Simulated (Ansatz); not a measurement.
# LiTaS3 (model cell, started as cubic perovskite with Ta in the octahedra): following an unstable mode, part 2 of 3

Aim: this structure of LiTaS3 (model cell, started as cubic perovskite with Ta in the octahedra) is to be tested for unstable modes, and one is followed downhill.

Ansatz 0.2.0; DFT PBEsol, scalar-relativistic, plane waves, PAW; PAW set soft_1.

So far, highest frequency on the path or at a solved wavevector (cm⁻¹): step 2 (the dispersion) 516. Also lowest frequency on the path (cm⁻¹): step 2 -177.

The structure was built from a prototype and need not be the compound's stable phase.

### 5. Energy along the mode, all amplitudes (two of the runs are shown above)

An imaginary frequency means negative curvature, so the energy should fall and then rise again as anharmonic terms take over.

This step gave:

```yaml
depth_at_the_lowest_point_sampled: 23.34 meV/atom
largest_atomic_shift_at_that_point: 0.6 Å
```

The energy from the parent by largest atomic shift:

```
largest atomic shift (Å)  energy from the parent (meV/atom)
                   0.000                                  0
                   0.040                              -0.12
                   0.080                             -0.479
                   0.140                              -1.46
                   0.220                              -3.56
                   0.320                              -7.38
                   0.450                              -14.0
                   0.600                              -23.3
```

Displacement at unit largest shift by atom:

```
atom  x (Å)  y (Å)  z (Å)  size
 Li1   0.30   0.95   0.00  1.00
 Li2  -0.30  -0.95   0.00  1.00
 Ta3   0.00   0.00   0.00  0.00
 Ta4   0.00   0.00   0.00  0.00
  S5  -0.02  -0.06   0.00  0.07
  S6   0.02   0.06   0.00  0.07
  S7   0.00   0.00   0.00  0.00
  S8   0.00   0.00   0.00  0.00
  S9   0.00   0.00   0.00  0.00
 S10   0.00   0.00   0.00  0.00
```

The lowest of the steps tried is the last one, at 0.6 Å, 23.3 meV/atom below the parent; the bottom of the well need not coincide with a step.

### 6. Relaxing from the distorted cell

Starting from the lowest point found, all atoms and the cell are let go, so that strain and other modes of the same symmetry can join in.

Input file input.yaml:

```yaml
crystal:
  lattice:
    - [4.7703316616, 0.0, 0.0]
    - [0.0, 4.7703316616, 0.0]
    - [0.0, 0.0, 9.5406633232]
  atoms:
    - { symbol: Li, position: [0.038218375, 0.1198303581, 0.0] }
    - { symbol: Li, position: [-0.038218375, -0.1198303581, 0.5] }
    - { symbol: Ta, position: [0.5, 0.5, 0.25] }
    - { symbol: Ta, position: [0.5, 0.5, 0.75] }
    - { symbol: S, position: [0.4974160741, 0.4918983274, 0.0] }
    - { symbol: S, position: [0.5025839259, 0.5081016726, 0.5] }
    - { symbol: S, position: [0.5, 0.0, 0.25] }
    - { symbol: S, position: [0.5, 0.0, 0.75] }
    - { symbol: S, position: [0.0, 0.5, 0.25] }
    - { symbol: S, position: [0.0, 0.5, 0.75] }
kpoints:
  mp_grid: { grid: [8, 8, 4] }
hamiltonian:
  xc: pbesol
  pseudopotentials: { kind: paw, azcp: { folder: soft_1 }, xc_functional: pbe }
scf:
  occupations: { method: methfessel_paxton, width: 0.2 }
output:
  forces: true
  stress: true
  eigenvalues: true
relax:
  adjacent_minimum: "off"
  f_tol: 0.002
  max_steps: 120
  cell: { stress_tol: 0.03 }
```

Command:

```bash
$ ansatz run input.yaml --threads 8 --pin off --max-ram 16384MiB --backend cpu --events-out ev --progress --plain --runs-dir out
```

Numbers of over 12 decimals in the logs are rounded to 6 here.

The program printed:

```text
[...]
Crystal: 10 atoms, lattice volume = 217.108 Å³
Basis set: ecut = 420 eV, 4207 PW (Γ), exchange–correlation on 64×64×128 points (8 copies of the dense FFT grid, shifted against one another)
Bands: 44, of which v1, the nominal top of the filled ones, is band 34 counted from 1 (33 counted from 0)
Symmetry: 4 space group operations
[...]
k-points: 102 of 256
[...]
SCF iter   1: F=—  HF=-25338.830847 eV  |F-HF|=—  |Δ(HF+E_count)|=         —  Δρ=3.04e-2  dr2=3.44e0  ethr=3.10e-3  ⟨swp⟩=7.8  Hψ=20335  notcnv=0
[...]
SCF iter   9: F=-25338.057713 eV  HF=-25338.057713 eV  |F-HF|=5.84e-8  |Δ(HF+E_count)|=   1.63e-6  S|Δr|=    0.00e0  Δρ=3.84e-6  dr2=4.99e-8  ethr=1.47e-10  ⟨swp⟩=11.8  Hψ=24029  notcnv=0
SCF 1 converged in 9 iterations: F = -25338.057713 eV  dr2 = 4.99e-8
[...]
relax step   1: F+E_penalty+E_count = -25338.05771282 eV  Δ(F+E_penalty+E_count) = +0.000e0 eV  max|allowed force component| = 3.095e-1 eV/Å  Δτ_max = 0.0000 Å  P = +0.233 GPa  Ω = 217.108 Å³  (9 SCF iters, dr2 threshold 1.00e-7 eV, accepted)
Crystal: 10 atoms, lattice volume = 218.776 Å³
[...]
SCF iter   6: F=-25338.184888 eV  HF=-25338.184888 eV  |F-HF|=1.55e-7  |Δ(HF+E_count)|=   9.56e-7  S|Δr|=    0.00e0  Δρ=7.66e-6  dr2=2.23e-7  ethr=1.47e-9  ⟨swp⟩=8.8  Hψ=21008  notcnv=0
SCF 2 converged in 6 iterations: F = -25338.184888 eV  dr2 = 2.23e-7
relax step   2: F+E_penalty+E_count = -25338.18488802 eV  Δ(F+E_penalty+E_count) = -1.272e-1 eV  max|allowed force component| = 3.205e-1 eV/Å  Δτ_max = 0.1950 Å  P = -0.267 GPa  Ω = 218.776 Å³  energy of the carried Pulay correction = -2.065e-4 eV  (6 SCF iters, dr2 threshold 1.00e-6 eV, accepted)
Crystal: 10 atoms, lattice volume = 219.488 Å³
Basis set: ecut = 420 eV, 4233 PW (Γ), exchange–correlation on 64×64×128 points (8 copies of the dense FFT grid, shifted against one another)
[...]
SCF iter   6: F=-25338.301125 eV  HF=-25338.301126 eV  |F-HF|=4.59e-7  |Δ(HF+E_count)|=   1.10e-6  S|Δr|=    0.00e0  Δρ=1.10e-5  dr2=5.57e-7  ethr=1.47e-9  ⟨swp⟩=9.1  Hψ=21255  notcnv=0
SCF 3 converged in 6 iterations: F = -25338.301125 eV  dr2 = 5.57e-7
relax step   3: F+E_penalty+E_count = -25338.30112529 eV  Δ(F+E_penalty+E_count) = -1.162e-1 eV  max|allowed force component| = 2.728e-1 eV/Å  Δτ_max = 0.1902 Å  P = -0.285 GPa  Ω = 219.488 Å³  energy of the carried Pulay correction = -2.942e-4 eV  (6 SCF iters, dr2 threshold 1.00e-6 eV, accepted)
[... from here on, the SCF cycles and remarks between the steps are left out ...]
relax step   4: F+E_penalty+E_count = -25338.39667087 eV  Δ(F+E_penalty+E_count) = -9.555e-2 eV  max|allowed force component| = 2.072e-1 eV/Å  Δτ_max = 0.1906 Å  P = -0.082 GPa  Ω = 219.682 Å³  energy of the carried Pulay correction = -3.179e-4 eV  (6 SCF iters, dr2 threshold 1.00e-6 eV, accepted)
relax step   5: F+E_penalty+E_count = -25338.48238225 eV  Δ(F+E_penalty+E_count) = -8.571e-2 eV  max|allowed force component| = 1.712e-1 eV/Å  Δτ_max = 0.2000 Å  P = -0.088 GPa  Ω = 220.224 Å³  energy of the carried Pulay correction = -3.845e-4 eV  (6 SCF iters, dr2 threshold 1.00e-6 eV, accepted)
relax step   6: F+E_penalty+E_count = -25338.54733197 eV  Δ(F+E_penalty+E_count) = -6.495e-2 eV  max|allowed force component| = 1.107e-1 eV/Å  Δτ_max = 0.2000 Å  P = -0.031 GPa  Ω = 220.768 Å³  energy of the carried Pulay correction = -4.509e-4 eV  (6 SCF iters, dr2 threshold 1.00e-6 eV, accepted)
relax step   7: F+E_penalty+E_count = -25338.57990533 eV  Δ(F+E_penalty+E_count) = -3.257e-2 eV  max|allowed force component| = 4.413e-2 eV/Å  Δτ_max = 0.2000 Å  P = -0.086 GPa  Ω = 221.720 Å³  energy of the carried Pulay correction = -5.671e-4 eV  (7 SCF iters, dr2 threshold 7.65e-7 eV, accepted)
relax step   8: F+E_penalty+E_count = -25338.58632756 eV  Δ(F+E_penalty+E_count) = -6.422e-3 eV  max|allowed force component| = 2.800e-3 eV/Å  Δτ_max = 0.1398 Å  P = +0.120 GPa  Ω = 221.738 Å³  energy of the carried Pulay correction = -5.692e-4 eV  (7 SCF iters, dr2 threshold 1.22e-7 eV, accepted)
relax step   9: F+E_penalty+E_count = -25338.58653428 eV  Δ(F+E_penalty+E_count) = -2.067e-4 eV  max|allowed force component| = 2.703e-3 eV/Å  Δτ_max = 0.0232 Å  P = -0.061 GPa  Ω = 222.282 Å³  energy of the carried Pulay correction = -6.353e-4 eV  (6 SCF iters, dr2 threshold 8.37e-8 eV, accepted)
relax step  10: F+E_penalty+E_count = -25338.58663397 eV  Δ(F+E_penalty+E_count) = -9.969e-5 eV  max|allowed force component| = 2.722e-4 eV/Å  Δτ_max = 0.0035 Å  P = +0.000 GPa  Ω = 222.138 Å³  energy of the carried Pulay correction = -6.179e-4 eV  (5 SCF iters, dr2 threshold 3.09e-8 eV, accepted)
Basis set: ecut = 420 eV, 4307 PW (Γ), exchange–correlation on 72×64×144 points (8 copies of the dense FFT grid, shifted against one another)
[...]
SCF iter   5: F=-25338.587277 eV  HF=-25338.587277 eV  |F-HF|=1.38e-10  |Δ(HF+E_count)|=   2.71e-9  S|Δr|=    0.00e0  Δρ=8.53e-8  dr2=1.57e-11  ethr=1.00e-12  ⟨swp⟩=6.4  Hψ=23160  notcnv=0
SCF 11 converged in 5 iterations: F = -25338.587277 eV  dr2 = 1.57e-11
relax step  11: F+E_penalty+E_count = -25338.58727696 eV  Δ(F+E_penalty+E_count) = -6.430e-4 eV  max|allowed force component| = 2.810e-4 eV/Å  Δτ_max = 0.0000 Å  P = +0.001 GPa  Ω = 222.138 Å³  stress off target by 1.85e-3 GPa  SCF on the basis re-selected at this cell (its energy is not comparable with the rows above)  (5 SCF iters)
basis re-selected at this cell: Δ(F+E_penalty+E_count) = -6.430e-4 eV, ΔP = +0.001 GPa vs the last step (what re-selecting the basis moved, of the pressure what is left beyond the Pulay correction that the steps carried, after the strain that the cell walked since its last selection, with what the two solves' SCF thresholds leave and, on support functions, any second-order correction that the steps lacked; it is no measure of the basis error at this ecutwfc). The dense FFT grid was sized anew with the basis: this SCF ran on 36×32×72 points, the steps before it on 32×32×64, so part of this shift can come from that change (see relax.cell in the input reference). [rest of the remark cut]
SCF converged after 5 iterations
[...]
Free energy (F): -25338.587277 eV
[...]
Internal energy: -25338.576985 eV  (E = F + TS)
E sigma→0 (E₀):  -25338.584704 eV
Entropy (-TS):   -0.010292 eV (-1.029 meV/atom)
Fermi energy:    5.510339 eV
[...]
--- Forces (eV/Å), atoms counted from 1 ---
  atom   1  Li     0.00000570     0.00028103     0.00000000
  atom   2  Li    -0.00000570    -0.00028103     0.00000000
  atom   3  Ta     0.00000000    -0.00000000     0.00000000
  atom   4  Ta     0.00000000    -0.00000000     0.00000000
  atom   5  S      0.00024145    -0.00008693     0.00000000
  atom   6  S     -0.00024145     0.00008693     0.00000000
  atom   7  S      0.00000000    -0.00000000    -0.00000000
  atom   8  S      0.00000000    -0.00000000     0.00000000
  atom   9  S      0.00000000     0.00000000    -0.00000000
  atom  10  S      0.00000000     0.00000000     0.00000000
  max |Σ_I F_I| component: 2.71e-20 eV/Å
--- Stress (GPa, compression-positive) ---
        0.001081      -0.000102       0.000000
       -0.000102       0.001835       0.000000
        0.000000       0.000000       0.000889
  P = ⅓ Tr σ = 0.0013 GPa (0.013 kbar)
--- Band table (eV; the first three rows and the last of 102) ---
  k-point 0: bands = [... 30 lower, 4.7266, 4.8022, 4.8385, 4.8486, 4.8845, 4.9197, 4.9214, 4.9850, ... 6 higher]
  k-point 1: bands = [... 30 lower, 4.6961, 4.7091, 4.7722, 4.7975, 4.9293, 4.9665, 5.3783, 5.6985, ... 6 higher]
  k-point 2: bands = [... 30 lower, 4.6934, 4.6934, 4.7858, 4.7858, 4.9486, 4.9486, 6.2969, 6.2969, ... 6 higher]
  k-point 101: bands = [... 30 lower, 4.8261, 4.8261, 5.7101, 5.7101, 7.6905, 7.6905, 8.2197, 8.2197, ... 6 higher]
--- Relaxed structure (10 steps of the walk, 10 accepted, 1 SCFs on fresh bases) ---
  F+E_penalty+E_count = -25338.58727696 eV   max|allowed force component| = 2.810e-4 eV/Å   (the final SCF, on the basis selected at the relaxed cell)
  cell:  # Å, volume = 222.1384 Å³
    - [4.836679, 8.416401717923075e-6, 0.0]
    - [8.416401717923075e-6, 4.746815, 0.0]
    - [0.0, 0.0, 9.675514]
  atoms:
    - { symbol: Li, position: [-1.4172607137967147e-5, 0.388179, 0] }
    - { symbol: Li, position: [1.4172607137967147e-5, -0.388179, 0.500000] }
    - { symbol: Ta, position: [0.500000, 0.5, 0.250000] }
    - { symbol: Ta, position: [0.500000, 0.5, 0.750000] }
    - { symbol: S, position: [0.499984, 0.499951, 0] }
    - { symbol: S, position: [0.500016, 0.500049, 0.500000] }
    - { symbol: S, position: [0.5, -1.1818227196565625e-18, 0.250000] }
    - { symbol: S, position: [0.5, -1.1818227196565625e-18, 0.750000] }
    - { symbol: S, position: [0, 0.500000, 0.250000] }
    - { symbol: S, position: [0, 0.500000, 0.750000] }
```

Run time: 75 s. Hardware: 8 threads of Arm Neoverse V2, shared host; peak memory 1.3 GiB; 9.8 min of CPU time.

Relaxation path:

```
step  energy less that of the first step (eV)  largest force component (eV/Å)  pressure (GPa)  volume (Å³)
   1                                   0.0000                          0.3095            0.23       217.11
   2                                  -0.1272                          0.3205           -0.27       218.78
   3                                  -0.2434                          0.2728           -0.29       219.49
   4                                  -0.3390                          0.2072           -0.08       219.68
   5                                  -0.4247                          0.1712           -0.09       220.22
   6                                  -0.4896                          0.1107           -0.03       220.77
   7                                  -0.5222                          0.0441           -0.09       221.72
   8                                  -0.5286                          0.0028            0.12       221.74
   9                                  -0.5288                          0.0027           -0.06       222.28
  10                                  -0.5289                          0.0003            0.00       222.14
 11*                                  -0.5296                          0.0003            0.00       222.14
```

Relaxation steps marked * repeat the geometry before them on a plane-wave basis chosen anew for their cell, so energy and pressure can jump there.

The run keeps the 4 symmetry operations that it works with, so distortions that break them were not tested.

```
     cell as run  before  after  change
           a (Å)   4.770  4.837  +1.4 %
           b (Å)   4.770  4.747  -0.5 %
           c (Å)   9.541  9.676  +1.4 %
volume (Å³/atom)   21.71  22.21  +2.3 %
```

The atoms that moved most (Å, as changes of fractional coordinates times the final cell):

| atom | dx | dy | dz | length |
| --- | --- | --- | --- | --- |
| Li2 | 0.185 | -1.274 | 0.000 | 1.287 |
| Li1 | -0.185 | 1.274 | 0.000 | 1.287 |
| S6 | -0.012 | -0.038 | 0.000 | 0.040 |
| S5 | 0.012 | 0.038 | 0.000 | 0.040 |

Numbers from this step:

| Item | Value |
| --- | --- |
| pressure | 0.001268 GPa |
| volume per atom | 22.21 Å³ |

The distorted start has space group P2_1/m; the relaxation ends in Pmma.

### 7. The new phase in its own primitive cell

The relaxed structure is symmetrised, reduced to its primitive cell and relaxed tightly, as its phonons need.

input.yaml, the sections that differ from step 6:

```yaml
crystal:
  lattice:
    - [9.6755139533, 0.0, 0.0]
    - [0.0, 4.8366792594, 0.0]
    - [0.0, 0.0, 4.7468150391]
  atoms:
    - { symbol: Li, position: [0.75, 0.0, 0.6118208976] }
    - { symbol: Li, position: [0.25, 0.0, 0.3881791024] }
    - { symbol: Ta, position: [0.0, 0.5, 0.5] }
    - { symbol: Ta, position: [0.5, 0.5, 0.5] }
    - { symbol: S, position: [0.75, 0.5, 0.5000485349] }
    - { symbol: S, position: [0.25, 0.5, 0.4999514651] }
    - { symbol: S, position: [0.0, 0.5, 0.0] }
    - { symbol: S, position: [0.5, 0.5, 0.0] }
    - { symbol: S, position: [0.0, 0.0, 0.5] }
    - { symbol: S, position: [0.5, 0.0, 0.5] }
kpoints:
  mp_grid: { grid: [4, 8, 8] }
relax:
  adjacent_minimum: "off"
  f_tol: 0.001
  max_steps: 60
  cell: { stress_tol: 0.01 }
# hamiltonian, scf, output: as in step 6
```

The program printed:

```text
[...]
Crystal: 10 atoms, lattice volume = 222.138 Å³
Basis set: ecut = 420 eV, 4307 PW (Γ), exchange–correlation on 144×72×64 points (8 copies of the dense FFT grid, shifted against one another)
Bands: 44, of which v1, the nominal top of the filled ones, is band 34 counted from 1 (33 counted from 0)
Symmetry: 8 space group operations
[...]
k-points: 75 of 256
[...]
- { symbol: Li, position: [0.250000, 0.0, 0.3881791024] }
    - { symbol: Ta, position: [0.0, 0.500000, 0.5] }
    - { symbol: Ta, position: [0.500000, 0.500000, 0.5] }
    - { symbol: S, position: [0.75, 0.500000, 0.5000485349] }
    - { symbol: S, position: [0.250000, 0.500000, 0.499951] }
    - { symbol: S, position: [0.0, 0.500000, 0.0] }
    - { symbol: S, position: [0.500000, 0.500000, 0.0] }
    - { symbol: S, position: [0.0, 0.0, 0.5] }
    - { symbol: S, position: [0.500000, 0.0, 0.5] }
[key lines of the parts left out:]
SCF converged after 6 iterations
Free energy (F): -25338.587277 eV
Fermi energy:    5.510340 eV
P = ⅓ Tr σ = 0.0013 GPa (0.013 kbar)
```

Elapsed: 13 s, on 8 threads; peak memory 1.1 GiB; 98 s of CPU time.

Little changed from the start: no atom moved by 0.005 Å and no cell edge by 0.1 %.

Numbers from this step:

* pressure: 0.001266 GPa

The largest force component left is 0.28 meV/Å and the pressure is 0.001 GPa, within the tolerances set. The cell now holds 22.21 Å³/atom.

(Continued in part 3 of 3.)

[Logs are printed without paths, hosts, clocks, repeated set-up lines and the standing remarks that a program may print on its own settings, such as how far it seeks lower states.]

[Hosts, paths, dates, database ids (printed as entryN), source tags and the programs' standing remarks are cut or masked in the printed files.]
